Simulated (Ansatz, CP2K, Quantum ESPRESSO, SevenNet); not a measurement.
# How stiff is glassy 58SiO2-42ZnO (mol %) (67 atoms)? Programs compared

How stiff is glassy 58SiO2-42ZnO (mol %) (67 atoms) under an even change of volume, and do other programs and learned potentials give the same pressure and slope as plane waves?

Results are calculated, not measured.

### 1. The cell

The cell holds 67 atoms (15 Si, 11 Zn and 41 O), with edges of 9.78, 9.78 and 9.78 Å. Recipe: 67 atoms (15 Si, 11 Zn, 41 O) placed at random at 3.12 g/cm³, melted at 4000 K for 10 ps at fixed volume with the Morse and Coulomb pair potential with partial charges (Pedone, Malavasi, Menziani, Cormack and Segre, J. Phys. Chem. B 110, 11780 (2006)). Quenched from 4000 K to 300 K at 500 K/ps and fixed volume, held 10 ps at zero pressure. Then the atoms were relaxed with SevenNet 0 in the fixed cell. Then the atoms were relaxed with CP2K double zeta, PBE.

Bonds by pair of elements; cutoffs follow the first minimum of g(r), held within bounds set by covalent radii, and pairs that aren't listed don't count as bonded:

```csv
pair A-B,cutoff (Å),bonds,mean length (Å),spread (Å),shortest (Å),B about A,A about B
O-Si,2.08,60,1.64,0.033,1.58,1.46,4
O-Zn,2.5,44,2.04,0.141,1.82,1.07,4
```

### 2. The reference input

Quantum ESPRESSO 7.5: Kohn-Sham DFT, PBE, SSSP efficiency 1.3.0 pseudopotentials, plane waves. Its input, pw.in, for the unchanged cell:

```
&control
  calculation = 'scf'
  pseudo_dir = './pseudo'
  outdir = './tmp'
  disk_io = 'none'
  tprnfor = .true.
  tstress = .true.
/
&system
  ibrav = 0
  nat = 67
  ntyp = 3
  ecutwfc = 60
  ecutrho = 480
  nosym = .true.
  occupations = 'smearing'
  smearing = 'fd'
  degauss = 0.003675
/
&electrons
  conv_thr = 3.4e-07
  electron_maxstep = 100
  mixing_beta = 0.4
  mixing_mode = 'plain'
  diagonalization = 'david'
/
ATOMIC_SPECIES
Si 28.085 Si.upf
Zn 65.380 Zn.upf
O 15.999 O.upf
CELL_PARAMETERS angstrom
9.78013 0.00000 0.00000
0.00000 9.78013 0.00000
0.00000 0.00000 9.78013
ATOMIC_POSITIONS crystal
Si 0.17482 0.68398 0.09172
Si 0.12313 0.95469 0.57284
Si 0.06630 0.15309 0.33040
Si 0.82734 0.09683 0.15468
[... 61 atom lines left out ...]
O 0.07297 0.74667 0.21132
O 0.34806 0.22524 0.00670
K_POINTS gamma
```

```console
$ OMP_NUM_THREADS=1 mpirun -np 4 pw.x -in pw.in > output.txt
```

Run time: 2.2 min. Hardware: 4 MPI ranks of Arm Neoverse V2, shared host; peak memory 2.8 GiB.

It converged with an r.m.s. force component of 0.10 eV/Å and a pressure of -0.62 GPa.

### 3. Programs and settings

Every level solves the same cells as single points. CPU time is summed over a level's finished runs, on a host shared with the other runs, so it is rough; the force column is the median over cells of the r.m.s. difference of force components from the reference.

```
     level                   basis or training data  k-points  runs finished  CPU time  peak memory (GiB)  force difference (meV/Å)
   QE, PBE  plane waves, SSSP efficiency, 60/480 Ry         Γ         5 of 5    43 min                2.9                 reference
SevenNet 0       trained on PBE(+U) plane-wave data         -         5 of 5      35 s               0.86                        53
```

The reference's own r.m.s. force component runs from 94 to 105 meV/Å over these cells.

### 4. Pressure against volume

The cell is scaled evenly, and at each volume CP2K double zeta, PBE relaxes the atoms again before the single points. The unchanged volume is 13.962 Å³ an atom. Pressures in GPa:

```csv
level,-6 %,-3 %,0,+3 %,+6 %
"QE, PBE",2.99,1.33,-0.62,-2.34,-3.75
SevenNet 0,3.18,1.56,-0.37,-2.09,-3.53
```

Energy less that of the unchanged cell at the same level, in meV an atom:

```csv
level,-6 %,-3 %,+3 %,+6 %
"QE, PBE",9.21,2.46,1.94,7.80
SevenNet 0,9.75,2.50,1.67,7.48
```

### 5. Moduli

From the three volumes nearest the unchanged one: B from the slope of pressure against ln V and from the curvature of the energy, the pressure that the slope of the energy implies, and the volume change at which the printed pressure crosses zero (a dash if it doesn't within the range).

```csv
level,B from pressures (GPa),B from energies (GPa),printed pressure (GPa),pressure from energies (GPa),zero pressure at (%)
"QE, PBE",61.2,56.0,-0.62,0.10,-1.0
SevenNet 0,60.8,53.2,-0.37,0.16,-0.6
```

As a check by hand on the reference: from -3 to +3 % the pressure falls by 3.67 GPa while ln V grows by 0.0600, a ratio of 61.1 GPa.

Gap between the highest filled and the lowest empty level on the runs' k-points, in eV:

```csv
level,-6 %,-3 %,0,+3 %,+6 %
"QE, PBE",3.06,2.98,2.88,2.76,2.66
```

### 6. What came out

The plane-wave reference (PBE) gives a bulk modulus of 61.2 GPa from its pressures, at a volume where its pressure is -0.62 GPa; that pressure crosses zero at -1.0 %. Learned potentials: SevenNet 0 60.8 GPa (-1 %); its pressure lies +0.26 GPa from the reference's. Moduli from the energies run from 53 to 56 GPa and part from those from pressures by as much as -12 % (SevenNet 0); they rest on small differences of energy, and for levels other than CP2K double zeta, PBE they hold the work of leftover forces.

The reference's gap falls as the cell grows, from 3.06 eV at -6 % to 2.66 eV at +6 %.

**Limits.** The atoms follow CP2K double zeta, PBE, not each level's own minimum, so these moduli only approach relaxed ones and hang on that choice. Three points at finite strain give rough moduli, at the given volume rather than at zero pressure. Pressures at a fixed plane-wave cutoff or in a small atom-centred basis hold some basis error. The quench rate of 500 K/ps is many orders above laboratory rates, so the cell is likely richer in defects and strain than a real sample. The reference samples only Γ, in a cell whose shortest periodic width is 10 Å. The reference isn't exact: its cutoffs and mesh weren't converged further here. Where levels are smeared, the DFT runs use Fermi–Dirac occupations at 580 K (0.05 eV), and energies are free energies.

[Logs are printed without paths, hosts, clocks, repeated set-up lines and the standing remarks that a program may print on its own settings, such as how far it seeks lower states.]

[Hosts, paths, dates, database ids (printed as entryN), source tags and the programs' standing remarks are cut or masked in the printed files.]
